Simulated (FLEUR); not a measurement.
# free Co(0001) film, 3 layers: parallel and opposed starts, part 2 of 2

Wanted: the moments of free Co(0001) film, 3 layers and the energy of each order that was tried.

FLEUR MaX-R8.1; PBEsol; all-electron FLAPW film, Dirac cores, scalar-relativistic bands.

So far. Step 2 (Start 1: ferro +++): After 28 cycles the largest moment stands at 1.82 μB.

## 4. Order 3, typed as no spin polarisation

Without spin polarisation no moment can form, so the difference from the other runs is what forming moments gains.

Contents of inp.xml:

```
<?xml version="1.0" encoding="UTF-8" standalone="no"?>
<fleurInput fleurInputVersion="0.39">
   <comment>
      Co
   </comment>
   <calculationSetup>
      <cutoffs Kmax="3.66" Gmax="11.0" GmaxXC="11.0" numbands="0"/>
      <scfLoop itmax="120" minDistance="0.00002" maxIterBroyd="15" imix="Anderson" alpha="0.03" precondParam="0.0" spinf="2.0" sdNocoIR="T"/>
      <coreElectrons ctail="T" frcor="F" kcrel="1" coretail_lmax="0"/>
      <xcFunctional name="PBEs" relativisticCorrections="F"/>
      <magnetism jspins="1"/>
      <soc l_soc="F" theta="0.0" phi="0.0" spav="F"/>
      <expertModes spex="0" secvar="F"/>
      <geometryOptimization l_f="F" forcealpha="1.0" forcemix="BFGS" epsdisp="0.00001" epsforce="0.00001"/>
      <ldaU l_linMix="F" mixParam="0.05" spinf="1.0"/>
   </calculationSetup>
   <cell>
      <bzIntegration valenceElectrons="51.0" mode="hist" fermiSmearingEnergy="0.00183747">
         <kPointListSelection listName="default-1"/>
         <xi:include xmlns:xi="http://www.w3.org/2001/XInclude" href="kpts.xml"> </xi:include>
      </bzIntegration>
      <xi:include xmlns:xi="http://www.w3.org/2001/XInclude" href="sym.xml"> </xi:include>
      <filmLattice scale="1.0" dVac="12.97" dTilda="15.47">
         <bravaisMatrixFilm>
            <row-1>    4.7375437355433538    -0.0000000791795246</row-1>
            <row-2>   -2.3687717992124133     4.1028332661104852</row-2>
         </bravaisMatrixFilm>
         <vacuumEnergyParameters vacuum="1" spinUp="-.25" spinDown="-.25"/>
      </filmLattice>
   </cell>
   <atomSpecies>
      <species name="Cobalt (Co)" element="Co" atomicNumber="27">
         <mtSphere radius="2.24" gridPoints="741" logIncrement="0.016"/>
         <atomicCutoffs lmax="8" lnonsphr="6"/>
         <electronConfig flipSpins="F">
            <coreConfig>(1s1/2) (2s1/2) (2p1/2) (2p3/2)</coreConfig>
            <valenceConfig>(3s1/2) (3p1/2) (3p3/2) (4s1/2) (3d3/2) (3d5/2)</valenceConfig>
            <stateOccupation state="(3d3/2)" spinUp="1.400000" spinDown="1.400000"/>
            <stateOccupation state="(3d5/2)" spinUp="2.100000" spinDown="2.100000"/>
         </electronConfig>
         <energyParameters s="4" p="4" d="3" f="4"/>
         <lo type="SCLO" l="0" n="3" eDeriv="0"/>
         <lo type="SCLO" l="1" n="3" eDeriv="0"/>
      </species>
   </atomSpecies>
   <atomGroups>
      <atomGroup species="Cobalt (Co)">
         <filmPos label="                   1">-1.000/3.000 1.000/3.000 -3.8456063830</filmPos>
         <filmPos label="                   3">-1.000/3.000 1.000/3.000 3.8456063830</filmPos>
         <force calculate="T" relaxXYZ="TTT"/>
      </atomGroup>
      <atomGroup species="Cobalt (Co)">
         <filmPos label="                   2">1.000/3.000 -1.000/3.000 .0000000000</filmPos>
         <force calculate="T" relaxXYZ="TTT"/>
      </atomGroup>
   </atomGroups>
   <output dos="F" band="F" slice="F">
      <bandDOS minEnergy="-.5*Htr" maxEnergy="0.5*Htr" sigma="0.015" storeEVData="T"/>
      <plotting iplot="0" polar="F">
         <plot TwoD="T" vec1="  1.0  0.0  0.0" vec2="  0.0  1.0  0.0" vec3="  0.0  0.0  1.0" zero="  0.0  0.0 -0.5" file="plot"/>
      </plotting>
      <moessbauerParams electricFieldGradient="F" isomerShift="T" coreHyperfine="T" valenceHyperfine="T"/>
   </output>
</fleurInput>
```

Contents of crystal.txt:

```
Co
&input film=T cartesian=F /
2.50700018054  -0.00000004190  0.00000000000
-1.25350005399  2.17112586459  0.00000000000
0.00000000000  0.00000000000  1.00000000000
1.8897261246
1.0 1.0 1.0

3
27 0.66666666667  0.33333333333  -3.84560638303
27 0.33333333333  0.66666666667  0.00000000000
27 0.66666666667  0.33333333333  3.84560638303

&kpt div1=12 div2=12 div3=1 gamma=T /
```

The run is started by

```bash
OMP_NUM_THREADS=1 inpgen -f crystal.txt > inpgen.log  # inp.xml is then edited as shown
OMP_NUM_THREADS=1 mpirun -n 4 fleur_MPI > fleur.log
```

Log:

```text
[banner, memory and clock lines left out]
Welcome to FLEUR        (www.flapw.de)
      MaX-Release 8.1          (www.max-centre.eu)

 ========== k-point set info ==========
 Selected k-point list: default-1
 k-point list type: mesh
 0 x 0 x 0
 Number of k points: 20

 [... set-up left out ...]
 Iteration:     1   Distance:      37.94119159 me/bohr^3
 [... lines of the core solver left out ...]
 Iteration:     2   Distance:      29.09487409 me/bohr^3
 [... lines of the core solver left out ...]
 Iteration:     3   Distance:      17.30348245 me/bohr^3
[...]
<FermiEnergy value="-0.1959079571" units="Htr"/>
         [... left out ...]
         <totalEnergy value="    -4176.6669202623" units="Htr">
            <sumOfEigenvalues value="    -2447.8643650364">
               <coreElectrons value="-2376.7682990554"/>
               <valenceElectrons value="-71.0960659810"/>
            </sumOfEigenvalues>
         [... left out ...]
            <freeEnergy value="-4176.6701735241"/>
            <extrapolationTo0K value="-4176.6685468932"/>
         </totalEnergy>
         <densityConvergence units="me/bohr^3">
            <chargeDensity spin="1" distance="0.0000080215"/>
         </densityConvergence>
      </iteration>
```

Elapsed: 15 s, on 4 MPI ranks of Arm Neoverse V2, shared host; peak memory 0.21 GiB; 58 s of CPU time.

This step gave:

| Property | Result |
| --- | --- |
| free energy | -113652.9853 eV |
| program's band gap on this mesh (in a metal only a level spacing) | 0.01899 eV |
| final state | non-magnetic (no spin polarisation) |

It lies 312 meV a seeded atom over the first start.

## 5. The states side by side

Free energies are divided by the number of seeded atoms.

Orders:

```
               start    final state  typed order kept  energy over the lowest (meV a seeded atom)  largest sphere moment (μB)  net moment (μB a primitive cell)  mesh matched  CPU time (s)
           ferro +++  ferromagnetic               yes                                           0                       1.823                             5.254           yes         98.23
no spin polarisation   non-magnetic                 -                                       311.8                           0                                 0           yes         58.13
```

## 6. Spin–orbit coupling, moments along z

Spin–orbit coupling ties the spins to the lattice and lets orbital moments form.

A new self-consistent run of the start ferro +++, with the moments along z.

Contents of inp.xml:

```
<?xml version="1.0" encoding="UTF-8" standalone="no"?>
<fleurInput fleurInputVersion="0.39">
   <comment>
      Co
   </comment>
   <calculationSetup>
      <cutoffs Kmax="3.66" Gmax="11.0" GmaxXC="11.0" numbands="111"/>
      <scfLoop itmax="120" minDistance="0.00002" maxIterBroyd="15" imix="Anderson" alpha="0.03" precondParam="0.0" spinf="2.0" sdNocoIR="T"/>
      <coreElectrons ctail="T" frcor="F" kcrel="1" coretail_lmax="0"/>
      <xcFunctional name="PBEs" relativisticCorrections="F"/>
      <magnetism jspins="2"/>
      <soc l_soc="T" theta="0.0" phi="0.0" spav="F"/>
      <expertModes spex="0" secvar="F"/>
      <geometryOptimization l_f="F" forcealpha="1.0" forcemix="BFGS" epsdisp="0.00001" epsforce="0.00001"/>
      <ldaU l_linMix="F" mixParam="0.05" spinf="1.0"/>
   </calculationSetup>
   <cell>
      <bzIntegration valenceElectrons="51.0" mode="hist" fermiSmearingEnergy="0.00183747">
         <kPointListSelection listName="default-1"/>
         <xi:include xmlns:xi="http://www.w3.org/2001/XInclude" href="kpts.xml"> </xi:include>
      </bzIntegration>
      <xi:include xmlns:xi="http://www.w3.org/2001/XInclude" href="sym.xml"> </xi:include>
      <filmLattice scale="1.0" dVac="12.97" dTilda="15.47">
         <bravaisMatrixFilm>
            <row-1>    4.7375437355433538    -0.0000000791795246</row-1>
            <row-2>   -2.3687717992124133     4.1028332661104852</row-2>
         </bravaisMatrixFilm>
         <vacuumEnergyParameters vacuum="1" spinUp="-.25" spinDown="-.25"/>
      </filmLattice>
   </cell>
   <atomSpecies>
      <species name="Cobalt (Co2.000" element="Co" atomicNumber="27">
         <mtSphere radius="2.24" gridPoints="741" logIncrement="0.016"/>
         <atomicCutoffs lmax="8" lnonsphr="6"/>
         <electronConfig flipSpins="F">
            <coreConfig>(1s1/2) (2s1/2) (2p1/2) (2p3/2)</coreConfig>
            <valenceConfig>(3s1/2) (3p1/2) (3p3/2) (4s1/2) (3d3/2) (3d5/2)</valenceConfig>
            <stateOccupation state="(3d3/2)" spinUp="1.5" spinDown="1.3"/>
            <stateOccupation state="(3d5/2)" spinUp="3.0" spinDown="1.2"/>
         </electronConfig>
         <energyParameters s="4" p="4" d="3" f="4"/>
         <lo type="SCLO" l="0" n="3" eDeriv="0"/>
         <lo type="SCLO" l="1" n="3" eDeriv="0"/>
      </species>
   </atomSpecies>
   <atomGroups>
      <atomGroup species="Cobalt (Co2.000">
         <filmPos label="                   1">-1.000/3.000 1.000/3.000 -3.8456063830</filmPos>
         <filmPos label="                   3">-1.000/3.000 1.000/3.000 3.8456063830</filmPos>
         <force calculate="T" relaxXYZ="TTT"/>
      </atomGroup>
      <atomGroup species="Cobalt (Co2.000">
         <filmPos label="                   2">1.000/3.000 -1.000/3.000 .0000000000</filmPos>
         <force calculate="T" relaxXYZ="TTT"/>
      </atomGroup>
   </atomGroups>
   <output dos="F" band="F" slice="F">
      <bandDOS minEnergy="-.5*Htr" maxEnergy="0.5*Htr" sigma="0.015" storeEVData="T"/>
      <plotting iplot="0" polar="F">
         <plot TwoD="T" vec1="  1.0  0.0  0.0" vec2="  0.0  1.0  0.0" vec3="  0.0  0.0  1.0" zero="  0.0  0.0 -0.5" file="plot"/>
      </plotting>
      <moessbauerParams electricFieldGradient="F" isomerShift="T" coreHyperfine="T" valenceHyperfine="T"/>
   </output>
</fleurInput>
```

Contents of crystal.txt:

```
Co
&input film=T cartesian=F /
2.50700018054  -0.00000004190  0.00000000000
-1.25350005399  2.17112586459  0.00000000000
0.00000000000  0.00000000000  1.00000000000
1.8897261246
1.0 1.0 1.0

3
27 0.66666666667  0.33333333333  -3.84560638303 : 2.000
27 0.33333333333  0.66666666667  0.00000000000 : 2.000
27 0.66666666667  0.33333333333  3.84560638303 : 2.000

&soc 0.0000000 0.0000000 /
&kpt div1=12 div2=12 div3=1 gamma=T /
```

Log:

```text
[banner, memory and clock lines left out]
Welcome to FLEUR        (www.flapw.de)
      MaX-Release 8.1          (www.max-centre.eu)

 ========== k-point set info ==========
 Selected k-point list: default-1
 k-point list type: mesh
 0 x 0 x 0
 Number of k points: 52

 [... set-up left out ...]
 Iteration:     1   Distance:      31.40437554 me/bohr^3
 [... lines of the core solver left out ...]
 Iteration:     2   Distance:      12.22390755 me/bohr^3
 [... lines of the core solver left out ...]
 Iteration:     3   Distance:      13.32403651 me/bohr^3
 [... lines of the core solver left out ...]
 Iteration:     4   Distance:       6.52987064 me/bohr^3
 [... lines of the core solver left out ...]
 Iteration:     5   Distance:       6.20702290 me/bohr^3
 [... lines of the core solver left out ...]
 Iteration:     6   Distance:       3.89617792 me/bohr^3
 [... lines of the core solver left out ...]
 Iteration:     7   Distance:       3.17294386 me/bohr^3
 [... lines of the core solver left out ...]
[... rest left out ...]

--- out.xml (last complete iteration) ---
<iteration numberForCurrentRun="   28" overallNumber="   28">
         [... left out ...]
         <bandgap value="0.0014395249" units="eV"/>
         <sumValenceSingleParticleEnergies value="-71.1422883246" units="Htr"/>
         <FermiEnergy value="-0.1872604938" units="Htr"/>
         [... left out ...]
         <magneticMomentsInMTSpheres units="muBohr">
            <globalMagMoment atomType="1" vec="0.00000   0.00000   1.81978"/>
            <globalMagMoment atomType="2" vec="0.00000   0.00000   1.79106"/>
         </magneticMomentsInMTSpheres>
         <orbitalMomentsInMTSpheres units="muBohr">
            <globalMagMoment atomType="1" vec="0.00000   0.00000   0.09434"/>
            <globalMagMoment atomType="2" vec="0.00000   0.00000   0.08405"/>
         </orbitalMomentsInMTSpheres>
         [... left out ...]
         <totalEnergy value="    -4176.7058716326" units="Htr">
            <sumOfEigenvalues value="    -2447.7663496059">
               <coreElectrons value="-2376.6240612813"/>
               <valenceElectrons value="-71.1422883246"/>
            </sumOfEigenvalues>
         [... left out ...]
            <freeEnergy value="-4176.7068599311"/>
            <extrapolationTo0K value="-4176.7063657819"/>
         </totalEnergy>
         <densityConvergence units="me/bohr^3">
            <chargeDensity spin="1" distance="0.0000046039"/>
            <chargeDensity spin="2" distance="0.0000050400"/>
            <overallChargeDensity distance="0.0000056955"/>
            <spinDensity distance="0.0000077947"/>
         </densityConvergence>
      </iteration>
```

Run time: 1.7 min. Hardware: 4 MPI ranks; peak memory 0.39 GiB; 6.9 min of CPU time.

Spin moment in the muffin-tin sphere by atom:

```
atom  spin moment in the muffin-tin sphere (μB)
 Co1                                       1.82
 Co2                                       1.79
 Co3                                       1.82
```

This step gave:

```yaml
free_energy: -113653.9836 eV
program_s_band_gap_on_this_mesh_in_a_metal_only_a_level_spacing: 0.001440 eV
magnetization: 5.245 μB
final_state: ferromagnetic
orbital_moment_along_the_spin: 0.09434 μB
```

Orbital moment in the sphere, along the spin axis by atom:

```
atom  orbital moment in the sphere, along the spin axis (μB)
 Co1                                                  0.0943
 Co2                                                  0.0840
 Co3                                                  0.0943
```

Fields along z, the direction of positive moments; semicore shells count as valence. Hyperfine fields at the nuclei:

```
atom  core contact (T)  valence contact (T)  dipolar (T)  orbital (T)  sum (T)  density at the nucleus (e/bohr³)
 Co1            -52.05                28.11        2.858        6.788    -14.3                             17263
 Co2            -52.32                25.24       0.7238        6.034   -20.32                             17262
 Co3            -52.05                28.11        2.858        6.788    -14.3                             17263
```

## 7. Outcome

* lower run: with moments
* largest site spin moment: 1.82 μB
* next finished state: non-magnetic, 312 meV a seeded atom higher
* energy gained by spin polarisation: 312 meV a seeded atom
* hyperfine field at Co1, along its moment: -14.3 T
* orbital moment on the atom of largest spin, along its spin (spin–orbit run): 0.0943 μB

No opposed order could be compared. The parallel start holds moments up to 1.82 μB. 1 start gave no converged result and is missing from the ranking; a lower order may hide there. At Co1 the core shells give -52.0 T and the valence and semicore s states 28.1 T along the moment, -13.2 T per μB together; orbital and dipolar parts add 9.6 T. Semilocal functionals tend to give too weak a core polarisation. The orbital moment is parallel to the spin, as Hund's third rule has it for a shell over half filled. No antiferromagnetic order was obtained, so the session says nothing on how the moments order.

[Logs and program files are shortened in this print: banners, set-up blocks, solver, clock and traceback lines can be left out without a mark of their own.]

[Logs are printed without paths, hosts, clocks, repeated set-up lines and the standing remarks that a program may print on its own settings, such as how far it seeks lower states.]

[Hosts, paths, dates, database ids (printed as entryN), source tags and the programs' standing remarks are cut or masked in the printed files.]

[Where a cell is said to come from a database of computed structures, the database is the Materials Project.]
